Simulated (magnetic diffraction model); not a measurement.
**Lu3CrHg2S8: what an assumed order does to the neutron pattern**

Space group R-3m (no. 166), a = 8.0510 Å, c = 18.9820 Å.

```csv
site,atom,x,y,z
6c,Hg,1/3,2/3,0.2939
9d,Lu,1/3,1/6,1/6
3a,Cr,0,0,0
18h,S,0.1532,0.8468,0.0778
6c,S,1/3,2/3,0.9112
```

The compound is invented for this exercise: a known structure type with other elements, its cell scaled to their sizes and not relaxed.

Only Cr is taken to order (form factors of Cr3+); orders and moment sizes are assumed, and not adapted to the symmetry. Radiation: neutrons of λ = 2.52 Å, 8° to 55°; isotropic B of 0.21 Å² (Hg), 0.18 Å² (Lu), 0.34 Å² (Cr) and 0.31 Å² (S). The intensities are simulated: I ∝ L Σ (|F_N|² + |F_M⊥|²) for unpolarised neutrons, with F_M = 2.695 fm/μB × Σ f(s) S exp(2πi Q·r) exp(−B s²) at Q = H ± k (one set where k and −k are equivalent), only the part normal to Q counting and L = 1/(sin²θ cos θ). For collinear order S is the moment m, which repeats by lattice and centring translations R with the sign exp(−2πi k·R). Form factors are spin-only for 3d ions and dipole or tabulated for f ions, scattering lengths are Sears's of 1992, and absorption is left out. A label names one of the reflections at its angle. The strongest nuclear line in the range is 100, and lines under 0.2 are left out.

Assume the order k = (1/2 1/2 0), collinear moments along [101], 2.64 μB on Cr.

Q: Where does magnetic intensity appear, and how strong is it?

| 2θ (°) | index | nuclear | magnetic |
| --- | --- | --- | --- |
| 12.88 | (1/2 -1/2 1) | 0.0 | 3.4 |
| 18.01 | (1/2 1/2 0) | 0.0 | 4.9 |
| 18.48 | (-1/2 1/2 2) | 0.0 | 3.3 |
| 22.20 | (1 0 1) | 4.5 | 0.0 |
| 22.97 | (0 0 3) | 0.2 | 0.0 |
| 25.92 | (0 1 2) | 2.8 | 0.0 |
| 28.73 | (-1/2 3/2 1) | 0.0 | 3.6 |
| 29.34 | (1/2 1/2 3) | 0.0 | 1.6 |
| 31.46 | (3/2 -3/2 0) | 0.0 | 1.3 |
| 31.74 | (3/2 -1/2 2) | 0.0 | 1.6 |
| 36.48 | (1 1 0) | 42.0 | 0.0 |
| 37.47 | (1 0 4) | 67.0 | 0.0 |
| 38.84 | (3/2 1/2 1) | 0.0 | 1.6 |
| 39.31 | (3/2 -3/2 3) | 0.0 | 1.1 |
| 40.24 | (-1/2 1/2 5) | 0.0 | 0.3 |
| 41.19 | (1/2 3/2 2) | 0.0 | 1.4 |
| 41.87 | (-1/2 3/2 4) | 0.0 | 1.1 |
| 43.12 | (0 2 1) | 82.1 | 0.0 |
| 43.55 | (1 1 3) | 100.0 | 0.0 |
| 44.41 | (0 1 5) | 45.5 | 0.0 |
| 45.29 | (2 0 2) | 0.3 | 0.0 |
| 46.94 | (0 0 6) | 0.5 | 0.0 |
| 47.08 | (5/2 -3/2 1) | 0.0 | 0.8 |
| 48.92 | (5/2 -1/2 0) | 0.0 | 0.9 |
| 49.12 | (-3/2 5/2 2) | 0.0 | 1.0 |
| 49.70 | (3/2 1/2 4) | 0.0 | 0.5 |
| 50.67 | (1/2 1/2 6) | 0.0 | 0.2 |
| 53.29 | (0 2 4) | 21.1 | 0.0 |
| 54.34 | (-5/2 5/2 1) | 0.0 | 0.3 |
| 54.70 | (5/2 -1/2 3) | 0.0 | 1.1 |

The strongest magnetic line in the range is (1/2 1/2 0) at 18.01° (4.9). On top of the Lorentz factor, which all lines share, magnetic lines fade with angle because f falls: for Cr3+ it is 0.90, 0.67, 0.42 and 0.11 at sin θ/λ = 0.1, 0.2, 0.3 and 0.5 Å⁻¹, while nuclear lengths stay constant. The order has no net moment.

[Logs are printed without paths, hosts, clocks, repeated set-up lines and the standing remarks that a program may print on its own settings, such as how far it seeks lower states.]
